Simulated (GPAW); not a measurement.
**How C absorbs and reflects light**

Wanted: where C starts to absorb, how strongly, and its refractive index.

Calculated with GPAW 26.7.0; DFT, PBE, plane-wave PAW (GPAW data sets), scalar-relativistic, RPA, optical limit.

### 1. The starting structure

The structure is cubic, space group Fd-3m (No. 227). The conventional cell has a = 3.567 Å, b = 3.567 Å, c = 3.567 Å, α = 90.00°, β = 90.00°, γ = 90.00°. C has 4 C at 1.54 Å nearest.

As a file:

```cif
data_structure
_symmetry_space_group_name_H-M 'P 1'
_symmetry_Int_Tables_number 1
_cell_length_a 2.5221
_cell_length_b 2.5221
_cell_length_c 2.5221
_cell_angle_alpha 60.000
_cell_angle_beta 60.000
_cell_angle_gamma 60.000
_cell_volume 11.34
loop_
_atom_site_label
_atom_site_type_symbol
_atom_site_fract_x
_atom_site_fract_y
_atom_site_fract_z
_atom_site_occupancy
C1 C 0.75000 0.75000 0.75000 1
C2 C 0.50000 0.50000 0.50000 1
```

### 2. Dielectric function, RPA

Local fields let the induced charge screen the field inside the cell, which as a rule lowers ε, most along directions where the density is uneven.

File df.py:

```python
from gpaw.response.df import DielectricFunction

df = DielectricFunction('full.gpw', frequencies={'type': 'nonlinear', 'domega0': 0.03, 'omega2': 8},
                        ecut=50,
                        eta=0.12,
                        nbands=14,
                        txt='df.txt')
for direction in ['x']:
    df.get_dielectric_function(xc='RPA', direction=direction, filename=f'df_{direction}.csv')
```

Command:

```bash
> OMP_NUM_THREADS=1 python df.py
```

**Question.** What will these runs give for the electronic dielectric constant ε∞, mean over x, y and z (RPA)?

At this level (PBE, RPA) C has ε∞ = 5.78 and n = 2.41 at 1550 nm, and Im ε peaks at 11.1 eV. Local fields change the static value along x from 5.93 to 5.78 (-3 %). Distinct maxima of Im ε, read by a parabola through the highest points, lie at 6.74 eV (3.6), 11.06 eV (24), 11.70 eV (23) and 13.58 eV (9.7).

```
electronic dielectric constant ε∞, mean over x, y and z (by symmetry where fewer were run) (RPA) : 5.78
main peak of Im epsilon, first axis                                                              : 11.1 eV
```

Excitons and phonon-assisted transitions are missing; PBE gaps are as a rule too small, which pulls the onset down and ε∞ up. The sum runs over mesh points, so small or evenly spaced maxima can still be ripples of the mesh.

[Machine, clock and banner lines and Python warnings are left out of the logs.]

[Logs are printed without paths, hosts, clocks, repeated set-up lines and the standing remarks that a program may print on its own settings, such as how far it seeks lower states.]

[Hosts, paths, dates, database ids (printed as entryN), source tags and the programs' standing remarks are cut or masked in the printed files.]
